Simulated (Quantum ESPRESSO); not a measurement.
## How volume moves the moments of Cobalt

Wanted: the trend of the moments of Cobalt with volume.

Method: PBE; plane waves with GBRV 1.5 PBE potentials, no spin-orbit coupling, in Quantum ESPRESSO 7.5.

### Step 1. Starting point

Symmetry: P6_3/mmc, No. 194, hexagonal system. The conventional cell has a = 2.507 Å, b = 2.507 Å, c = 4.070 Å, α = 90.00°, β = 90.00°, γ = 120.00°. Co has 12 Co at 2.50 to 2.51 Å nearest.

Coordinates:

```cif
data_structure
_symmetry_space_group_name_H-M 'P 1'
_symmetry_Int_Tables_number 1
_cell_length_a 2.5074
_cell_length_b 2.5074
_cell_length_c 4.0699
_cell_angle_alpha 90.000
_cell_angle_beta 90.000
_cell_angle_gamma 120.000
_cell_volume 22.16
loop_
_atom_site_label
_atom_site_type_symbol
_atom_site_fract_x
_atom_site_fract_y
_atom_site_fract_z
_atom_site_occupancy
Co1 Co 0.33333 0.66667 0.25000 1
Co2 Co 0.66667 0.33333 0.75000 1
```

The cell comes from the Crystallography Open Database.

### Step 2. Volume 0.92, ferro ++

All lengths scale alike; the factor is that of the volume. Atoms keep their fractional places. Seeded atoms are those given a starting moment.

File pw.in:

```
&CONTROL
  calculation = 'scf'
  prefix = 'pwscf'
  outdir = './tmp'
  pseudo_dir = './pseudo'
  disk_io = 'nowf'
  tprnfor = .true.
  tstress = .true.
/
&SYSTEM
  ibrav = 0
  nat = 2
  ntyp = 1
  ecutwfc = 40
  ecutrho = 280
  nbnd = 26
  occupations = 'smearing'
  smearing = 'fd'
  degauss = 0.00367493
  nspin = 2
  starting_magnetization(1) = 0.1176
/
&ELECTRONS
  conv_thr = 4d-09
  electron_maxstep = 150
  mixing_beta = 0.3
/
ATOMIC_SPECIES
Co     58.9332 co_pbe_v1.2.uspp.F.UPF
CELL_PARAMETERS bohr
   4.6084169398    0.0000000000    0.0000000000
  -2.3042084699    3.9910061410    0.0000000000
   0.0000000000    0.0000000000    7.4801771170
ATOMIC_POSITIONS crystal
Co      0.3333333333    0.6666666667    0.2500000000
Co      0.6666666667    0.3333333333    0.7500000000
K_POINTS automatic
12 12 12 0 0 0
```

Run with:

```bash
OMP_NUM_THREADS=1 mpirun -n 2 pw.x -nk 2 -in pw.in > pw.out
```

Output:

```text
Program PWSCF v.7.5 starts

     Message from routine setup:
     using ibrav=0 with symmetry is DISCOURAGED, use correct ibrav instead

     K-points division:     npool     =       2
     Subspace diagonalization in iterative solution of the eigenvalue problem:

     bravais-lattice index     =            0
     lattice parameter (alat)  =       4.6084  a.u.
     unit-cell volume          =     137.5771 (a.u.)^3
     number of atoms/cell      =            2
     number of atomic types    =            1
     number of electrons       =        34.00
     number of Kohn-Sham states=           26
     kinetic-energy cutoff     =      40.0000  Ry
     charge density cutoff     =     280.0000  Ry
     scf convergence threshold =      4.0E-09
     mixing beta               =       0.3000
     number of iterations used =            8  plain     mixing
     Exchange-correlation= SLA  PW   PBE  PBE
                           (   1   4   3   4   0   0   0)

     celldm(1)=   4.608417  celldm(2)=   0.000000  celldm(3)=   0.000000
     celldm(4)=   0.000000  celldm(5)=   0.000000  celldm(6)=   0.000000

     crystal axes: (cart. coord. in units of alat)
               a(1) = (   1.000000   0.000000   0.000000 )
               a(2) = (  -0.500000   0.866025   0.000000 )
               a(3) = (   0.000000   0.000000   1.623155 )

     reciprocal axes: (cart. coord. in units 2 pi/alat)
               b(1) = (  1.000000  0.577350 -0.000000 )
               b(2) = (  0.000000  1.154701  0.000000 )
               b(3) = (  0.000000 -0.000000  0.616084 )

     PseudoPot. # 1 for Co read from file:
     co_pbe_v1.2.uspp.F.UPF
     Pseudo is Ultrasoft + core correction, Zval = 17.0

     atomic species   valence    mass     pseudopotential
     Co               17.00    58.93320     Co( 1.00)

     Starting magnetic structure
     atomic species   magnetization
     Co              0.118

     24 Sym. Ops., with inversion, found (12 have fractional translation)

   Cartesian axes

     site n.     atom                  positions (alat units)
         1        Co     tau(   1) = (  -0.0000000   0.5773503   0.4057889  )
         2        Co     tau(   2) = (   0.5000000   0.2886751   1.2173666  )

     number of k points=   133  Fermi-Dirac smearing, width (Ry)=  0.0037

     Number of k-points >= 100: set verbosity='high' to print them.

     Dense  grid:    10863 G-vectors     FFT dimensions: (  25,  25,  40)

     Smooth grid:     4711 G-vectors     FFT dimensions: (  20,  20,  32)

     Check: negative core charge=   -0.000058
     Generating pointlists ...
     new r_m :   0.4108 (alat units)  1.8933 (a.u.) for type    1

     Initial potential from superposition of free atoms

     starting charge      32.0000, renormalised to      34.0000
     Starting wfcs are   26 randomized atomic wfcs

     Self-consistent Calculation

     iteration #  1     ecut=    40.00 Ry     beta= 0.30
     Davidson diagonalization with overlap
     ethr =  1.00E-02,  avg # of iterations =  4.7

     total energy              =    -594.19666327 Ry
     estimated scf accuracy    <      13.38650517 Ry

     total magnetization       =     2.07 Bohr mag/cell
     absolute magnetization    =     2.12 Bohr mag/cell

     iteration #  2     ecut=    40.00 Ry     beta= 0.30
     Davidson diagonalization with overlap
     ethr =  1.00E-02,  avg # of iterations =  2.1

     total energy              =    -596.91174145 Ry
     estimated scf accuracy    <       0.33403135 Ry

     total magnetization       =     3.08 Bohr mag/cell
     absolute magnetization    =     3.24 Bohr mag/cell

     [... further iterations left out ...]

     iteration # 11     ecut=    40.00 Ry     beta= 0.30
     Davidson diagonalization with overlap
     ethr =  2.00E-10,  avg # of iterations =  1.6

     total energy              =    -596.97344084 Ry
     estimated scf accuracy    <       0.00000004 Ry

     total magnetization       =     3.22 Bohr mag/cell
     absolute magnetization    =     3.55 Bohr mag/cell

     iteration # 12     ecut=    40.00 Ry     beta= 0.30
     Davidson diagonalization with overlap
     ethr =  1.03E-10,  avg # of iterations =  1.4

     Magnetic moment per site  (integrated on atomic sphere of radius R)
     atom   1 (R=0.411)  charge= 15.5479  magn=  1.6858
     atom   2 (R=0.411)  charge= 15.5479  magn=  1.6858

     End of self-consistent calculation

     Number of k-points >= 100: set verbosity='high' to print the bands.

     the Fermi energy is    19.9121 ev

!    total energy              =    -596.97344087 Ry
     estimated scf accuracy    <          2.5E-10 Ry
     smearing contrib. (-TS)   =      -0.00108682 Ry
     internal energy E=F+TS    =    -596.97235405 Ry

     The total energy is F=E-TS. E is the sum of the following terms:
     one-electron contribution =    -295.65900981 Ry
     hartree contribution      =     171.56366421 Ry
     xc contribution           =     -65.45780993 Ry
     ewald contribution        =    -407.41919851 Ry

     total magnetization       =     3.22 Bohr mag/cell
     absolute magnetization    =     3.55 Bohr mag/cell

     convergence has been achieved in  12 iterations

     Forces acting on atoms (cartesian axes, Ry/au):

     atom    1 type  1   force =    -0.00000000   -0.00000000    0.00000000
     atom    2 type  1   force =     0.00000000    0.00000000    0.00000000

     Total force =     0.000000     Total SCF correction =     0.000000

     Computing stress (Cartesian axis) and pressure

          total   stress  (Ry/bohr**3)                   (kbar)     P=      161.41
   0.00114499  -0.00000000   0.00000000          168.43       -0.00        0.00
  -0.00000000   0.00114499   0.00000000           -0.00      168.43        0.00
   0.00000000   0.00000000   0.00100167            0.00        0.00      147.35

=------------------------------------------------------------------------------=
   JOB DONE.
=------------------------------------------------------------------------------=
```

It took 38 s on 2 MPI ranks of Intel Xeon Platinum 8259CL at 2.50GHz (Skylake/Cascade Lake), shared host; peak memory 0.21 GiB; 76 s of CPU time.

Spin moment in the atom's sphere by atom:

```csv
atom,spin moment in the atom's sphere (μB)
Co1,1.69
Co2,1.69
```

Read from the output:

| Property | Result |
| --- | --- |
| smearing term TS | 0.01479 eV |
| pressure | 16.14 GPa |
| magnetization | 3.222 μB |
| absolute magnetization | 3.547 μB |
| final state | ferromagnetic |

### Step 3. Volume 0.92, antiferro +-

pw.in: that of step 2 with these lines changed.

```diff
@@ -12,6 +12,6 @@
   nat = 2
-  ntyp = 1
+  ntyp = 2
   ecutwfc = 40
   ecutrho = 280
-  nbnd = 26
+  nbnd = 24
   occupations = 'smearing'
@@ -21,2 +21,3 @@
   starting_magnetization(1) = 0.1176
+  starting_magnetization(2) = -0.1176
 /
@@ -28,3 +29,4 @@
 ATOMIC_SPECIES
-Co     58.9332 co_pbe_v1.2.uspp.F.UPF
+Co1    58.9332 co_pbe_v1.2.uspp.F.UPF
+Co2    58.9332 co_pbe_v1.2.uspp.F.UPF
 CELL_PARAMETERS bohr
@@ -34,4 +36,4 @@
 ATOMIC_POSITIONS crystal
-Co      0.3333333333    0.6666666667    0.2500000000
-Co      0.6666666667    0.3333333333    0.7500000000
+Co1     0.3333333333    0.6666666667    0.2500000000
+Co2     0.6666666667    0.3333333333    0.7500000000
 K_POINTS automatic
```

Output:

```text
     [... lines left out ...]
Program PWSCF v.7.5 starts
     [... lines left out ...]
     number of atoms/cell      =            2
     [... lines left out ...]
     number of electrons       =        34.00
     number of Kohn-Sham states=           24
     kinetic-energy cutoff     =      40.0000  Ry
     charge density cutoff     =     280.0000  Ry
     scf convergence threshold =      4.0E-09
     [... lines left out ...]
     12 Sym. Ops. (no inversion) found ( 6 have fractional translation)
     [... lines left out ...]
     number of k points=   133  Fermi-Dirac smearing, width (Ry)=  0.0037
     [... lines left out ...]
     iteration # 20     ecut=    40.00 Ry     beta= 0.30
     [... lines left out ...]
     Magnetic moment per site  (integrated on atomic sphere of radius R)
     atom   1 (R=0.411)  charge= 15.5502  magn=  0.8465
     atom   2 (R=0.411)  charge= 15.5502  magn= -0.8464
     [... lines left out ...]
     the Fermi energy is    19.9218 ev
!    total energy              =    -596.94063423 Ry
     estimated scf accuracy    <          1.7E-09 Ry
     smearing contrib. (-TS)   =      -0.00304305 Ry
     [... lines left out ...]
     total magnetization       =     0.00 Bohr mag/cell
     absolute magnetization    =     1.74 Bohr mag/cell
     convergence has been achieved in  20 iterations
     [... lines left out ...]
     Total force =     0.000000     Total SCF correction =     0.000000
     [... lines left out ...]
          total   stress  (Ry/bohr**3)                   (kbar)     P=       72.89
     [... lines left out ...]
```

Run time: 62 s. Hardware: 2 MPI ranks; peak memory 0.21 GiB; 2.1 min of CPU time.

Spin moment in the atom's sphere by atom:

```csv
atom,spin moment in the atom's sphere (μB)
Co1,0.847
Co2,-0.846
```

This step gave:

```
smearing term TS       : 0.04140 eV
pressure               : 7.289 GPa
magnetization          : 0 μB
absolute magnetization : 1.735 μB
final state            : antiferromagnetic
```

### Step 4. Volume 0.92, no spin polarisation

File pw.in:

```
&CONTROL
  calculation = 'scf'
  prefix = 'pwscf'
  outdir = './tmp'
  pseudo_dir = './pseudo'
  disk_io = 'nowf'
  tprnfor = .true.
  tstress = .true.
/
&SYSTEM
  ibrav = 0
  nat = 2
  ntyp = 1
  ecutwfc = 40
  ecutrho = 280
  nbnd = 24
  occupations = 'smearing'
  smearing = 'fd'
  degauss = 0.00367493
/
&ELECTRONS
  conv_thr = 4d-09
  electron_maxstep = 150
  mixing_beta = 0.3
/
ATOMIC_SPECIES
Co     58.9332 co_pbe_v1.2.uspp.F.UPF
CELL_PARAMETERS bohr
   4.6084169398    0.0000000000    0.0000000000
  -2.3042084699    3.9910061410    0.0000000000
   0.0000000000    0.0000000000    7.4801771170
ATOMIC_POSITIONS crystal
Co      0.3333333333    0.6666666667    0.2500000000
Co      0.6666666667    0.3333333333    0.7500000000
K_POINTS automatic
12 12 12 0 0 0
```

Output:

```text
     [... lines left out ...]
Program PWSCF v.7.5 starts
     [... lines left out ...]
     number of atoms/cell      =            2
     [... lines left out ...]
     number of electrons       =        34.00
     number of Kohn-Sham states=           24
     kinetic-energy cutoff     =      40.0000  Ry
     charge density cutoff     =     280.0000  Ry
     scf convergence threshold =      4.0E-09
     [... lines left out ...]
     24 Sym. Ops., with inversion, found (12 have fractional translation)
     [... lines left out ...]
     number of k points=   133  Fermi-Dirac smearing, width (Ry)=  0.0037
     [... lines left out ...]
     iteration # 10     ecut=    40.00 Ry     beta= 0.30
     [... lines left out ...]
     the Fermi energy is    19.8628 ev
!    total energy              =    -596.94085276 Ry
     estimated scf accuracy    <          2.8E-09 Ry
     smearing contrib. (-TS)   =      -0.00312128 Ry
     [... lines left out ...]
     convergence has been achieved in  10 iterations
     [... lines left out ...]
     Total force =     0.000000     Total SCF correction =     0.000000
     [... lines left out ...]
          total   stress  (Ry/bohr**3)                   (kbar)     P=       30.73
     [... lines left out ...]
```

Wall time 21 s (2 MPI ranks); peak memory 0.17 GiB.

This step gave:

```yaml
smearing_term_ts: 0.04247 eV
pressure: 3.073 GPa
final_state: non-magnetic (no spin polarisation)
```

### Step 5. Volume 1.08, ferro ++

pw.in: that of step 4 with these lines changed.

```diff
@@ -15,3 +15,3 @@
   ecutrho = 280
-  nbnd = 24
+  nbnd = 26
   occupations = 'smearing'
@@ -19,2 +19,4 @@
   degauss = 0.00367493
+  nspin = 2
+  starting_magnetization(1) = 0.1176
 /
@@ -28,5 +30,5 @@
 CELL_PARAMETERS bohr
-   4.6084169398    0.0000000000    0.0000000000
-  -2.3042084699    3.9910061410    0.0000000000
-   0.0000000000    0.0000000000    7.4801771170
+   4.8614266832    0.0000000000    0.0000000000
+  -2.4307133416    4.2101190062    0.0000000000
+   0.0000000000    0.0000000000    7.8908512634
 ATOMIC_POSITIONS crystal
```

Output:

```text
     [... lines left out ...]
Program PWSCF v.7.5 starts
     [... lines left out ...]
     number of atoms/cell      =            2
     [... lines left out ...]
     number of electrons       =        34.00
     number of Kohn-Sham states=           26
     kinetic-energy cutoff     =      40.0000  Ry
     charge density cutoff     =     280.0000  Ry
     scf convergence threshold =      4.0E-09
     [... lines left out ...]
     24 Sym. Ops., with inversion, found (12 have fractional translation)
     [... lines left out ...]
     number of k points=   133  Fermi-Dirac smearing, width (Ry)=  0.0037
     [... lines left out ...]
     iteration # 11     ecut=    40.00 Ry     beta= 0.30
     [... lines left out ...]
     Magnetic moment per site  (integrated on atomic sphere of radius R)
     atom   1 (R=0.411)  charge= 15.6635  magn=  1.8211
     atom   2 (R=0.411)  charge= 15.6635  magn=  1.8211
     [... lines left out ...]
     the Fermi energy is    16.4360 ev
!    total energy              =    -596.96996755 Ry
     estimated scf accuracy    <          3.9E-10 Ry
     smearing contrib. (-TS)   =      -0.00112595 Ry
     [... lines left out ...]
     total magnetization       =     3.46 Bohr mag/cell
     absolute magnetization    =     3.87 Bohr mag/cell
     convergence has been achieved in  11 iterations
     [... lines left out ...]
     Total force =     0.000000     Total SCF correction =     0.000000
     [... lines left out ...]
          total   stress  (Ry/bohr**3)                   (kbar)     P=     -160.86
     [... lines left out ...]
```

Run time: 44 s. Hardware: 2 MPI ranks; peak memory 0.23 GiB; 88 s of CPU time.

Numbers from this step:

| Quantity | Value |
| --- | --- |
| smearing term TS | 0.01532 eV |
| pressure | -16.09 GPa |
| magnetization | 3.458 μB |
| absolute magnetization | 3.869 μB |
| final state | ferromagnetic |
| largest moment | 1.821 μB |

### Step 6. Trends

The runs not shown differ from these in the moved quantity alone.

States, by row:

```csv
volume,ferro ++,antiferro +-,no spin polarisation
0.92,ferromagnetic,antiferromagnetic,non-magnetic
0.96,ferromagnetic,antiferromagnetic,non-magnetic
1,ferromagnetic,antiferromagnetic,non-magnetic
1.04,ferromagnetic,antiferromagnetic,non-magnetic
1.08,ferromagnetic,antiferromagnetic,non-magnetic
```

The largest site moment by volume:

```csv
volume (factor),ferro ++ (μB),antiferro +- (μB)
0.9200,1.69,0.846
0.9600,1.74,1.06
1.0000,1.78,1.23
1.0400,1.80,1.38
1.0800,1.82,1.50
```

The energy less that of the parallel start by volume; values in meV a seeded atom:

```csv
volume (factor),antiferro +-,no spin polarisation
0.9200,223,222
0.9600,245,258
1.0000,261,293
1.0400,271,325
1.0800,276,356
```

Energy over the lowest against volume; values in meV an atom:

```csv
volume (factor),ferro ++,antiferro +-,no spin polarisation
0.9200,32.4,256,254
0.9600,2.71,247,261
1.0000,0,261,293
1.0400,19.2,290,345
1.0800,56.0,332,412
```

### Step 7. What came out

| Property | Result |
| --- | --- |
| moment, parallel start | 1.69 to 1.82 μB |
| states met from these starts | antiferromagnetic and ferromagnetic |

**Reading.** The moment of the parallel start goes from 1.69 μB at 0.92 to 1.82 μB at 1.08. The net moment of the cell goes from 3.22 to 3.46 μB. The radius of the spheres follows the nearest distance, so part of the change of the site moments is the spheres'. The largest moment of the start antiferro +- lies between 0.846 and 1.50 μB. The start antiferro +- lies over the parallel one at every finished point, by 223 to 276 meV a seeded atom.

[Logs and program files are shortened in this print: banners, set-up blocks, solver, clock and traceback lines can be left out without a mark of their own.]

[Logs are printed without paths, hosts, clocks, repeated set-up lines and the standing remarks that a program may print on its own settings, such as how far it seeks lower states.]

[Hosts, paths, dates, database ids (printed as entryN), source tags and the programs' standing remarks are cut or masked in the printed files.]

[Where a cell is said to come from a database of computed structures, the database is the Materials Project.]
